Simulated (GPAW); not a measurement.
# C K-edge XANES of TiC (Fm-3m), part 3 of 3

Aim: the dependence of the C K near-edge features of TiC (Fm-3m) on volume.

GPAW 26.7.0; X-ray absorption from dipole matrix elements to empty bands, plane-wave PAW PBE.

So far. Step 4 (Spectrum with XCH, C atom 2): The total-energy difference is 288.05 eV. One term is added: -6.71 eV, since the hole is spin-paired here and a spin-polarised one costs that much less in the free atom (computed apart). The photon energy is then 281.34 eV. The functional leaves an error of a few eV in such absolute values. Step 6 (Spectrum with XCH, C atom 2): Against the first run the r.m.s. difference is 24 %. A shift of +0.4 eV leaves 12 %.

The database entry behind the starting cell differs from later determinations by our own check (0.1 to 0.3 % short, probably kX units), so it need not match the best structure at ambient conditions.

## 8. Spectrum with XCH, C atom 2

Shorter bonds are expected to push antibonding states and scattering resonances up, and longer ones down; the cell is scaled to test that.

Changed against the first core-hole run: volume scale from 1 to 0.97.

File xas.py:

```python
import numpy as np
from ase import Atoms
from ase.parallel import parprint, paropen
from gpaw import GPAW, PW, FermiDirac, Mixer, MixerDif, setup_paths
from gpaw.test import gen
setup_paths.insert(0, '.')
gen('C', name='fch1s', xcname='PBE', corehole=(1, 0, 1), write_xml=True)
from gpaw.mpi import world
world.barrier()

atoms = Atoms('Ti8C8',
    cell=[[0, 4.2749748, 4.2749748],
     [4.2749748, 0, 4.2749748],
     [4.2749748, 4.2749748, 0]],
    scaled_positions=[[0, 0, 0],
     [0, 0, 0.5],
     [0, 0.5, 0],
     [0.5, 0, 0],
     [0, 0.5, 0.5],
     [0.5, 0, 0.5],
     [0.5, 0.5, 0],
     [0.5, 0.5, 0.5],
     [0.25, 0.25, 0.25],
     [0.25, 0.25, 0.75],
     [0.25, 0.75, 0.25],
     [0.75, 0.25, 0.25],
     [0.25, 0.75, 0.75],
     [0.75, 0.25, 0.75],
     [0.75, 0.75, 0.25],
     [0.75, 0.75, 0.75]],
    pbc=True)
atoms.calc = calc = GPAW(legacy_gpaw=True, mode=PW(430, force_complex_dtype=True), xc='PBE', setups={8: 'fch1s'},
    kpts={'size': (5, 5, 5), 'gamma': True}, occupations=FermiDirac(0.1),
    charge=-1, mixer=Mixer(0.1, 5, 50), maxiter=150,
    convergence={'density': 0.0001, 'eigenstates': 1e-6}, txt='scf.txt')
energy = atoms.get_potential_energy() + calc.get_reference_energy()
ef = calc.get_fermi_level()
out = dict(energy=energy, fermi=ef, forces=atoms.get_forces().tolist())
parprint(f'all-electron energy {energy:.4f} eV, Fermi level {ef:.4f} eV')
ev = np.array([[calc.get_eigenvalues(k, s) for k in range(len(calc.get_ibz_k_points()))] for s in range(calc.get_number_of_spins())])
out['homo'], out['lumo'], out['counts'] = ev[ev < ef].max(), ev[ev > ef].min(), sorted(set((ev < ef).sum((0, 2)).tolist()))
out['filled'] = (ev[:, 0] < ef).sum(1).tolist()

from ase.units import Ha
from gpaw.xas import dipole_matrix_elements
nb = int(calc.get_number_of_electrons() / 2) + 136
top, nb = nb, nb + 8 + nb // 12
nscf = calc.fixed_density(kpts={'size': (7, 7, 7), 'gamma': True}, nbands=nb,
    convergence={'bands': top, 'eigenstates': 5e-3}, maxiter=60, txt='nscf.txt')
cell = atoms.cell.array
ops = [cell.T @ U.T @ np.linalg.inv(cell.T) for U in nscf.wfs.kd.symmetry.op_scc]
E = np.arange(-6, 34, 0.1)
fwhm = np.interp(E, [4, 25], [0.9, 3.5])
Y, X, zero, highest = 0, 0, 1e9, 1e9
for spin in range(nscf.get_number_of_spins()):
    wfs = nscf.wfs
    mine = wfs.bd.get_slice()  # this rank's bands
    A = dipole_matrix_elements(wfs.setups[8])
    eps = np.zeros((wfs.kd.nibzkpts, nb))
    d = np.zeros((3, A.shape[1], wfs.kd.nibzkpts, nb), complex)
    for kpt in wfs.kpt_u:
        if kpt.s == spin and 8 in kpt.P_ani:
            eps[kpt.k, mine] = kpt.eps_n * Ha
            d[:, :, kpt.k, mine] = (kpt.weight * wfs.nspins / 2) ** 0.5 * np.inner(A, kpt.P_ani[8])
    world.sum(eps)
    world.sum(d)
    T = np.einsum('amkn,bmkn->abkn', d, d.conj()).real
    T = sum(np.einsum('ai,ijkn,bj->abkn', R, T, R) for R in ops) / len(ops)
    empty = eps > ef
    zero, highest = min(zero, eps[empty].min()), min(highest, eps[:, top - 1].min())
    lines = [(eps, T, empty)] if spin == 0 else lines + [(eps, T, empty)]
for eps, T, empty in lines:
    f = np.einsum('aakn->akn', T).reshape(3, -1)
    x = eps.ravel() - zero
    w = np.interp(x, E, fwhm) / 2.35482
    g = np.exp(-0.5 * ((E[:, None] - x) / w) ** 2) / (w * (2 * np.pi) ** 0.5)
    Y = Y + (f * empty.ravel()) @ g.T
    X = X + (f * ~empty.ravel()) @ g.T
out.update(E=E.round(2).tolist(), xas=Y.tolist(), xes=X.tolist(), zero=zero, valid=highest - zero, nk=len(eps), nb=nb)
for i in range(0, len(E), 10):
    parprint(f'{E[i]:7.2f}', *(f'{v:10.3e}' for v in Y[:, i]))
import json
with paropen('out.json', 'w') as f:
    json.dump(out, f)
```

The run is started by

```console
$ OMP_NUM_THREADS=1 mpirun -n 4 gpaw python xas.py
```

Numbers of over 12 decimals in the logs are rounded to 6 here.

The program printed:

```text
Input parameters:
  charge: -1
  convergence: {density: 0.0001,
                eigenstates: 1e-06}
  kpts: {gamma: True,
         size: (5, 5, 5)}
  maxiter: 150
  mixer: {backend: pulay,
          beta: 0.1,
          method: separate,
          nmaxold: 5,
          weight: 50}
  mode: {ecut: 430.0,
         force_complex_dtype: True,
         name: pw}
  occupations: {fixmagmom: False,
[...]
*p    :     0.215906
*d    :     0.000000
--------------------------------

Diagonalizing with gridspacing h=0.050

state   all-electron     PAW
-------------------------------
2s:      -1.099219    -1.100079
2p:      -0.784094    -0.785584
*d:                   -0.070724
*f:                   -0.014625
-------------------------------
all-electron energy -193864.4450 eV, Fermi level 10.9533 eV
[...]
32.00  2.396e-04  2.396e-04  2.396e-04
  33.00  2.330e-04  2.330e-04  2.330e-04
[key lines of the parts left out:]
Converged after 24 iterations.
Dipole moment: (-0.027515, -0.027515, -0.027515) |e|*Ang
Free energy:   -155.725259
Fermi level: 10.95334
```

Run time: 1.8 min. Hardware: 4 MPI ranks of Arm Neoverse V2, shared host; peak memory 0.41 GiB.

| E (eV) | first run | this run |
| --- | --- | --- |
| -2.0 | 0.00 | 0.00 |
| -1.0 | 0.00 | 0.00 |
| 0.0 | 0.28 | 0.30 |
| 1.0 | 0.80 | 0.79 |
| 2.0 | 1.29 | 1.18 |
| 3.0 | 2.65 | 2.43 |
| 4.0 | 1.23 | 1.43 |
| 5.0 | 0.78 | 0.81 |
| 6.0 | 1.21 | 1.03 |
| 7.0 | 1.22 | 1.36 |
| 8.0 | 0.26 | 0.50 |
| 9.0 | 0.15 | 0.12 |
| 10.0 | 0.44 | 0.32 |
| 11.0 | 0.91 | 0.73 |
| 12.0 | 1.31 | 1.15 |
| 13.0 | 1.72 | 1.55 |
| 14.0 | 1.83 | 1.81 |
| 15.0 | 1.32 | 1.49 |
| 16.0 | 0.82 | 1.01 |
| 17.0 | 0.54 | 0.66 |
| 18.0 | 0.49 | 0.49 |
| 19.0 | 0.50 | 0.49 |
| 20.0 | 0.48 | 0.49 |
| 21.0 | 0.45 | 0.47 |
| 22.0 | 0.39 | 0.42 |
| 23.0 | 0.32 | 0.35 |
| 24.0 | 0.28 | 0.29 |
| 25.0 | 0.27 | 0.27 |
| 26.0 | 0.32 | 0.29 |
| 27.0 | 0.43 | 0.36 |
| 28.0 | 0.60 | 0.49 |
| 29.0 | 0.78 | 0.67 |
| 30.0 | 0.93 | 0.84 |
| 31.0 | 1.03 | 0.96 |
| 32.0 | 1.03 | 1.03 |

The scaled spectrum changes by 12 % r.m.s. A shift of +0.2 eV leaves 6 %. The highest intensity below 16 eV goes from 3.1 eV (2.71) to 3.3 eV (2.70).

The photon energy of the zero moves by -0.05 eV.

## 9. Supercell without a hole, the energy reference

The cell changes for the next run, so it gets a reference energy of its own.

The cell differs from the one that the last finished run ended in (a 6.046 → 6.168 Å, b 6.046 → 6.168 Å, c 6.046 → 6.168 Å).

File scf.py:

```python
import numpy as np
from ase import Atoms
from ase.parallel import parprint, paropen
from gpaw import GPAW, PW, FermiDirac, Mixer, MixerDif, setup_paths
from gpaw.test import gen
setup_paths.insert(0, '.')
gen('C', name='nch1s', xcname='PBE', corehole=(1, 0, 0), write_xml=True)
from gpaw.mpi import world
world.barrier()

atoms = Atoms('Ti8C8',
    cell=[[0, 4.3613612, 4.3613612],
     [4.3613612, 0, 4.3613612],
     [4.3613612, 4.3613612, 0]],
    scaled_positions=[[0, 0, 0],
     [0, 0, 0.5],
     [0, 0.5, 0],
     [0.5, 0, 0],
     [0, 0.5, 0.5],
     [0.5, 0, 0.5],
     [0.5, 0.5, 0],
     [0.5, 0.5, 0.5],
     [0.25, 0.25, 0.25],
     [0.25, 0.25, 0.75],
     [0.25, 0.75, 0.25],
     [0.75, 0.25, 0.25],
     [0.25, 0.75, 0.75],
     [0.75, 0.25, 0.75],
     [0.75, 0.75, 0.25],
     [0.75, 0.75, 0.75]],
    pbc=True)
atoms.calc = calc = GPAW(legacy_gpaw=True, mode=PW(430, force_complex_dtype=True), xc='PBE', setups={8: 'nch1s'},
    kpts={'size': (5, 5, 5), 'gamma': True}, occupations=FermiDirac(0.1),
    charge=0, mixer=Mixer(0.1, 5, 50), maxiter=150,
    convergence={'density': 0.0001, 'eigenstates': 1e-6}, txt='scf.txt')
energy = atoms.get_potential_energy() + calc.get_reference_energy()
ef = calc.get_fermi_level()
out = dict(energy=energy, fermi=ef, forces=atoms.get_forces().tolist())
parprint(f'all-electron energy {energy:.4f} eV, Fermi level {ef:.4f} eV')
ev = np.array([[calc.get_eigenvalues(k, s) for k in range(len(calc.get_ibz_k_points()))] for s in range(calc.get_number_of_spins())])
out['homo'], out['lumo'], out['counts'] = ev[ev < ef].max(), ev[ev > ef].min(), sorted(set((ev < ef).sum((0, 2)).tolist()))
out['filled'] = (ev[:, 0] < ef).sum(1).tolist()
import json
with paropen('out.json', 'w') as f:
    json.dump(out, f)
```

The run is started by

```console
$ OMP_NUM_THREADS=1 mpirun -n 4 gpaw python scf.py
```

The program printed:

```text
Input parameters:
  convergence: {density: 0.0001,
                eigenstates: 1e-06}
  kpts: {gamma: True,
         size: (5, 5, 5)}
  maxiter: 150
  mixer: {backend: pulay,
          beta: 0.1,
          method: separate,
          nmaxold: 5,
          weight: 50}
  mode: {ecut: 430.0,
         force_complex_dtype: True,
         name: pw}
  occupations: {fixmagmom: False,
                name: fermi-dirac,
[...]
2s(2) :    -0.505334     1.046026
*s    :     0.494666
2p(2) :    -0.194204     0.955972
*p    :     0.805796
*d    :     0.000000
--------------------------------

Diagonalizing with gridspacing h=0.050

state   all-electron     PAW
-------------------------------
2s:      -0.505334    -0.505970
2p:      -0.194204    -0.194948
*d:                    0.044948
*f:                    0.074429
-------------------------------
all-electron energy -194152.7184 eV, Fermi level 9.9644 eV
[key lines of the parts left out:]
Converged after 28 iterations.
Dipole moment: (0.000000, 0.000000, 0.000000) |e|*Ang
Free energy:   -139.621003
Fermi level: 9.96435
```

It took 45 s on 4 MPI ranks; peak memory 0.25 GiB.

Reference energy: -194152.718 eV with the cores included.

## 10. Spectrum with XCH, C atom 2

Shorter bonds are expected to push antibonding states and scattering resonances up, and longer ones down; the cell is scaled to test that.

Changed against the first core-hole run: volume scale from 1 to 1.03.

Changes to xas.py since step 8:

```diff
@@ -11,5 +11,5 @@
 atoms = Atoms('Ti8C8',
-    cell=[[0, 4.2749748, 4.2749748],
-     [4.2749748, 0, 4.2749748],
-     [4.2749748, 4.2749748, 0]],
+    cell=[[0, 4.3613612, 4.3613612],
+     [4.3613612, 0, 4.3613612],
+     [4.3613612, 4.3613612, 0]],
     scaled_positions=[[0, 0, 0],
@@ -45,3 +45,3 @@
 from gpaw.xas import dipole_matrix_elements
-nb = int(calc.get_number_of_electrons() / 2) + 136
+nb = int(calc.get_number_of_electrons() / 2) + 142
 top, nb = nb, nb + 8 + nb // 12
```

The run is started by

```console
$ OMP_NUM_THREADS=1 mpirun -n 4 gpaw python xas.py
```

The program printed:

```text
Input parameters:
  charge: -1
  convergence: {density: 0.0001,
                eigenstates: 1e-06}
  kpts: {gamma: True,
         size: (5, 5, 5)}
  maxiter: 150
  mixer: {backend: pulay,
          beta: 0.1,
          method: separate,
          nmaxold: 5,
          weight: 50}
  mode: {ecut: 430.0,
         force_complex_dtype: True,
         name: pw}
  occupations: {fixmagmom: False,
[...]
*p    :     0.215906
*d    :     0.000000
--------------------------------

Diagonalizing with gridspacing h=0.050

state   all-electron     PAW
-------------------------------
2s:      -1.099219    -1.100079
2p:      -0.784094    -0.785584
*d:                   -0.070724
*f:                   -0.014625
-------------------------------
all-electron energy -193864.6177 eV, Fermi level 10.1771 eV
[...]
32.00  2.351e-04  2.351e-04  2.351e-04
  33.00  2.121e-04  2.121e-04  2.121e-04
[key lines of the parts left out:]
Converged after 25 iterations.
Dipole moment: (-0.029476, -0.029476, -0.029476) |e|*Ang
Free energy:   -155.900147
Fermi level: 10.17708
```

Elapsed: 2.1 min, on 4 MPI ranks; peak memory 0.42 GiB; 8.4 min of CPU time.

| E (eV) | first run | this run |
| --- | --- | --- |
| -2.0 | 0.00 | 0.00 |
| -1.0 | 0.00 | 0.00 |
| 0.0 | 0.28 | 0.30 |
| 1.0 | 0.80 | 0.82 |
| 2.0 | 1.29 | 1.38 |
| 3.0 | 2.65 | 2.73 |
| 4.0 | 1.23 | 1.16 |
| 5.0 | 0.78 | 0.81 |
| 6.0 | 1.21 | 1.34 |
| 7.0 | 1.22 | 0.99 |
| 8.0 | 0.26 | 0.14 |
| 9.0 | 0.15 | 0.20 |
| 10.0 | 0.44 | 0.58 |
| 11.0 | 0.91 | 1.07 |
| 12.0 | 1.31 | 1.44 |
| 13.0 | 1.72 | 1.87 |
| 14.0 | 1.83 | 1.76 |
| 15.0 | 1.32 | 1.12 |
| 16.0 | 0.82 | 0.65 |
| 17.0 | 0.54 | 0.49 |
| 18.0 | 0.49 | 0.50 |
| 19.0 | 0.50 | 0.50 |
| 20.0 | 0.48 | 0.47 |
| 21.0 | 0.45 | 0.42 |
| 22.0 | 0.39 | 0.35 |
| 23.0 | 0.32 | 0.29 |
| 24.0 | 0.28 | 0.27 |
| 25.0 | 0.27 | 0.29 |
| 26.0 | 0.32 | 0.37 |
| 27.0 | 0.43 | 0.51 |
| 28.0 | 0.60 | 0.70 |
| 29.0 | 0.78 | 0.88 |
| 30.0 | 0.93 | 1.01 |
| 31.0 | 1.03 | 1.05 |
| 32.0 | 1.03 | 1.00 |

Against the first run the r.m.s. difference is 11 %. The highest intensity below 16 eV goes from 3.1 eV (2.71) to 3.0 eV (2.73).

The photon energy of the zero moves by +0.05 eV.

## 11. Reference energy of the supercell

The cell changes for the next run, so it gets a reference energy of its own.

The cell differs from the one that the last finished run ended in (a 6.168 → 6.227 Å, b 6.168 → 6.227 Å, c 6.168 → 6.227 Å).

Changes to scf.py since step 9:

```diff
@@ -11,5 +11,5 @@
 atoms = Atoms('Ti8C8',
-    cell=[[0, 4.3613612, 4.3613612],
-     [4.3613612, 0, 4.3613612],
-     [4.3613612, 4.3613612, 0]],
+    cell=[[0, 4.40329993, 4.40329993],
+     [4.40329993, 0, 4.40329993],
+     [4.40329993, 4.40329993, 0]],
     scaled_positions=[[0, 0, 0],
```

The run is started by

```console
$ OMP_NUM_THREADS=1 mpirun -n 4 gpaw python scf.py
```

The program printed:

```text
Input parameters:
  convergence: {density: 0.0001,
                eigenstates: 1e-06}
  kpts: {gamma: True,
         size: (5, 5, 5)}
  maxiter: 150
  mixer: {backend: pulay,
          beta: 0.1,
          method: separate,
          nmaxold: 5,
          weight: 50}
  mode: {ecut: 430.0,
         force_complex_dtype: True,
         name: pw}
  occupations: {fixmagmom: False,
                name: fermi-dirac,
[...]
2s(2) :    -0.505334     1.046026
*s    :     0.494666
2p(2) :    -0.194204     0.955972
*p    :     0.805796
*d    :     0.000000
--------------------------------

Diagonalizing with gridspacing h=0.050

state   all-electron     PAW
-------------------------------
2s:      -0.505334    -0.505970
2p:      -0.194204    -0.194948
*d:                    0.044948
*f:                    0.074429
-------------------------------
all-electron energy -194152.5257 eV, Fermi level 9.6078 eV
[key lines of the parts left out:]
Converged after 34 iterations.
Dipole moment: (-0.000000, -0.000000, -0.000000) |e|*Ang
Free energy:   -139.429319
Fermi level: 9.60775
```

It took 53 s on 4 MPI ranks; peak memory 0.25 GiB; 3.6 min of CPU time.

Reference energy: -194152.526 eV with the cores included.

## 12. Spectrum with XCH, C atom 2

Shorter bonds are expected to push antibonding states and scattering resonances up, and longer ones down; the cell is scaled to test that.

Changed against the first core-hole run: volume scale from 1 to 1.06.

Changes to xas.py since step 10:

```diff
@@ -11,5 +11,5 @@
 atoms = Atoms('Ti8C8',
-    cell=[[0, 4.3613612, 4.3613612],
-     [4.3613612, 0, 4.3613612],
-     [4.3613612, 4.3613612, 0]],
+    cell=[[0, 4.40329993, 4.40329993],
+     [4.40329993, 0, 4.40329993],
+     [4.40329993, 4.40329993, 0]],
     scaled_positions=[[0, 0, 0],
@@ -45,3 +45,3 @@
 from gpaw.xas import dipole_matrix_elements
-nb = int(calc.get_number_of_electrons() / 2) + 142
+nb = int(calc.get_number_of_electrons() / 2) + 144
 top, nb = nb, nb + 8 + nb // 12
```

The run is started by

```console
$ OMP_NUM_THREADS=1 mpirun -n 4 gpaw python xas.py
```

The program printed:

```text
Input parameters:
  charge: -1
  convergence: {density: 0.0001,
                eigenstates: 1e-06}
  kpts: {gamma: True,
         size: (5, 5, 5)}
  maxiter: 150
  mixer: {backend: pulay,
          beta: 0.1,
          method: separate,
          nmaxold: 5,
          weight: 50}
  mode: {ecut: 430.0,
         force_complex_dtype: True,
         name: pw}
  occupations: {fixmagmom: False,
[...]
*p    :     0.215906
*d    :     0.000000
--------------------------------

Diagonalizing with gridspacing h=0.050

state   all-electron     PAW
-------------------------------
2s:      -1.099219    -1.100079
2p:      -0.784094    -0.785584
*d:                   -0.070724
*f:                   -0.014625
-------------------------------
all-electron energy -193864.3753 eV, Fermi level 9.8169 eV
[...]
32.00  2.248e-04  2.248e-04  2.248e-04
  33.00  2.015e-04  2.015e-04  2.015e-04
[key lines of the parts left out:]
Converged after 23 iterations.
Dipole moment: (-0.029331, -0.029331, -0.029331) |e|*Ang
Free energy:   -155.659030
Fermi level: 9.81692
```

The job ended after 2.1 min (4 MPI ranks; peak memory 0.43 GiB).

| E (eV) | first run | this run |
| --- | --- | --- |
| -2.0 | 0.00 | 0.00 |
| -1.0 | 0.00 | 0.00 |
| 0.0 | 0.28 | 0.34 |
| 1.0 | 0.80 | 0.84 |
| 2.0 | 1.29 | 1.50 |
| 3.0 | 2.65 | 2.70 |
| 4.0 | 1.23 | 1.12 |
| 5.0 | 0.78 | 0.90 |
| 6.0 | 1.21 | 1.42 |
| 7.0 | 1.22 | 0.70 |
| 8.0 | 0.26 | 0.10 |
| 9.0 | 0.15 | 0.28 |
| 10.0 | 0.44 | 0.75 |
| 11.0 | 0.91 | 1.21 |
| 12.0 | 1.31 | 1.58 |
| 13.0 | 1.72 | 1.99 |
| 14.0 | 1.83 | 1.61 |
| 15.0 | 1.32 | 0.90 |
| 16.0 | 0.82 | 0.53 |
| 17.0 | 0.54 | 0.48 |
| 18.0 | 0.49 | 0.51 |
| 19.0 | 0.50 | 0.49 |
| 20.0 | 0.48 | 0.45 |
| 21.0 | 0.45 | 0.39 |
| 22.0 | 0.39 | 0.32 |
| 23.0 | 0.32 | 0.28 |
| 24.0 | 0.28 | 0.28 |
| 25.0 | 0.27 | 0.32 |
| 26.0 | 0.32 | 0.43 |
| 27.0 | 0.43 | 0.61 |
| 28.0 | 0.60 | 0.80 |
| 29.0 | 0.78 | 0.97 |
| 30.0 | 0.93 | 1.06 |
| 31.0 | 1.03 | 1.04 |
| 32.0 | 1.03 | 0.95 |

The scaled spectrum changes by 22 % r.m.s. A shift of -0.4 eV leaves 11 %. The highest intensity below 16 eV goes from 3.1 eV (2.71) to 2.9 eV (2.75).

The photon energy of the zero moves by +0.10 eV.

## 13. The volumes side by side

| volume | nearest distance (Å) | shift of the zero (eV) | maximum 1 (eV above own zero) | maximum 2 (eV above own zero) | maximum 3 (eV above own zero) |
| --- | --- | --- | --- | --- | --- |
| 0.94 | 2.115 | -0.11 | 3.5 | 7.1 | 14.3 |
| 0.97 | 2.137 | -0.05 | 3.3 | 6.8 | 14.0 |
| 1 | 2.159 | +0.00 | 3.1 | 6.5 | 13.7 |
| 1.03 | 2.181 | +0.05 | 3.0 | 6.3 | 13.4 |
| 1.06 | 2.202 | +0.10 | 2.9 | 6.1 | 13.1 |

The curves, each shifted by its zero's change so that they share one photon-energy axis, counted from the zero at V × 1:

| E (eV) | V × 0.94 | V × 0.97 | V × 1 | V × 1.03 | V × 1.06 |
| --- | --- | --- | --- | --- | --- |
| -2.0 | 0.00 | 0.00 | 0.00 | 0.00 | 0.00 |
| -1.0 | 0.00 | 0.00 | 0.00 | 0.00 | 0.00 |
| 0.0 | 0.38 | 0.34 | 0.28 | 0.27 | 0.27 |
| 1.0 | 0.79 | 0.80 | 0.80 | 0.81 | 0.81 |
| 2.0 | 1.18 | 1.23 | 1.29 | 1.33 | 1.38 |
| 3.0 | 2.35 | 2.50 | 2.65 | 2.71 | 2.75 |
| 4.0 | 1.50 | 1.35 | 1.23 | 1.20 | 1.17 |
| 5.0 | 0.83 | 0.79 | 0.78 | 0.80 | 0.86 |
| 6.0 | 0.92 | 1.07 | 1.21 | 1.32 | 1.40 |
| 7.0 | 1.38 | 1.34 | 1.22 | 1.04 | 0.82 |
| 8.0 | 0.69 | 0.45 | 0.26 | 0.16 | 0.11 |
| 9.0 | 0.14 | 0.13 | 0.15 | 0.19 | 0.24 |
| 10.0 | 0.26 | 0.34 | 0.44 | 0.56 | 0.69 |
| 11.0 | 0.61 | 0.76 | 0.91 | 1.04 | 1.17 |
| 12.0 | 1.03 | 1.17 | 1.31 | 1.42 | 1.54 |
| 13.0 | 1.43 | 1.58 | 1.72 | 1.85 | 1.97 |
| 14.0 | 1.74 | 1.81 | 1.83 | 1.79 | 1.68 |
| 15.0 | 1.56 | 1.47 | 1.32 | 1.15 | 0.96 |
| 16.0 | 1.14 | 0.99 | 0.82 | 0.67 | 0.55 |
| 17.0 | 0.79 | 0.64 | 0.54 | 0.49 | 0.48 |
| 18.0 | 0.54 | 0.49 | 0.49 | 0.50 | 0.51 |
| 19.0 | 0.48 | 0.49 | 0.50 | 0.50 | 0.49 |
| 20.0 | 0.49 | 0.49 | 0.48 | 0.47 | 0.46 |
| 21.0 | 0.48 | 0.47 | 0.45 | 0.42 | 0.40 |
| 22.0 | 0.44 | 0.42 | 0.39 | 0.35 | 0.33 |
| 23.0 | 0.38 | 0.35 | 0.32 | 0.30 | 0.28 |
| 24.0 | 0.31 | 0.29 | 0.28 | 0.27 | 0.28 |
| 25.0 | 0.27 | 0.27 | 0.27 | 0.29 | 0.32 |
| 26.0 | 0.27 | 0.29 | 0.32 | 0.36 | 0.42 |
| 27.0 | 0.31 | 0.36 | 0.43 | 0.50 | 0.59 |
| 28.0 | 0.42 | 0.50 | 0.60 | 0.69 | 0.79 |
| 29.0 | 0.58 | 0.68 | 0.78 | 0.87 | 0.95 |
| 30.0 | 0.75 | 0.84 | 0.93 | 1.00 | 1.05 |
| 31.0 | 0.89 | 0.97 | 1.03 | 1.05 | 1.05 |
| 32.0 | 0.99 | 1.03 | 1.03 | 1.01 | 0.97 |

## 14. Summary of results

```json
{"absorber and edge": "C K, atom 2 of the ground-state input (counted from 1)", "surroundings": "6 Ti at 2.16 Å (octahedral, site symmetry m-3m)", "highest intensity below 16 eV": "3.1 eV above the zero, height 2.71", "photon energy of the zero, with the added terms": "281.3 eV (raw 288.0 eV; uncertain by a few eV)"}
```

From V × 0.94 to V × 1.06 the nearest distance grows by 0.086 Å and the zero moves by +0.21 eV. Above their own zero, the maxima move from 3.5 to 2.9 eV, from 7.1 to 6.1 eV and from 14.3 to 13.1 eV. The C K edge of atom 2, with 6 Ti at 2.16 Å (octahedral, site symmetry m-3m), has its highest intensity of the first 16 eV at 3.1 eV above the zero, near 284 eV in photon energy (uncertain by a few eV), 2.7 times the mean level of the first 20 eV (Gaussian full width 0.9 eV up to 4 eV, rising linearly to 3.5 eV at 25 eV). The holes are only 6.1 Å apart, so the shape is probably not converged with cell size; no larger cell was run here. The structure is a published determination, not relaxed.

[Banner, clock and machine lines of the logs are left out without a mark of their own.]

[Logs are printed without paths, hosts, clocks, repeated set-up lines and the standing remarks that a program may print on its own settings, such as how far it seeks lower states.]

[Hosts, paths, dates, database ids (printed as entryN), source tags and the programs' standing remarks are cut or masked in the printed files.]

[Lists of maxima count a maximum above −3 eV only where it reaches 4 % of the highest in the window and stands out from its surroundings by 2 % of it (1.5 % where it reaches 55 %); shoulders and weaker maxima are passed over, and of the rest the first, up to two pre-edge ones and the few strongest are named.]
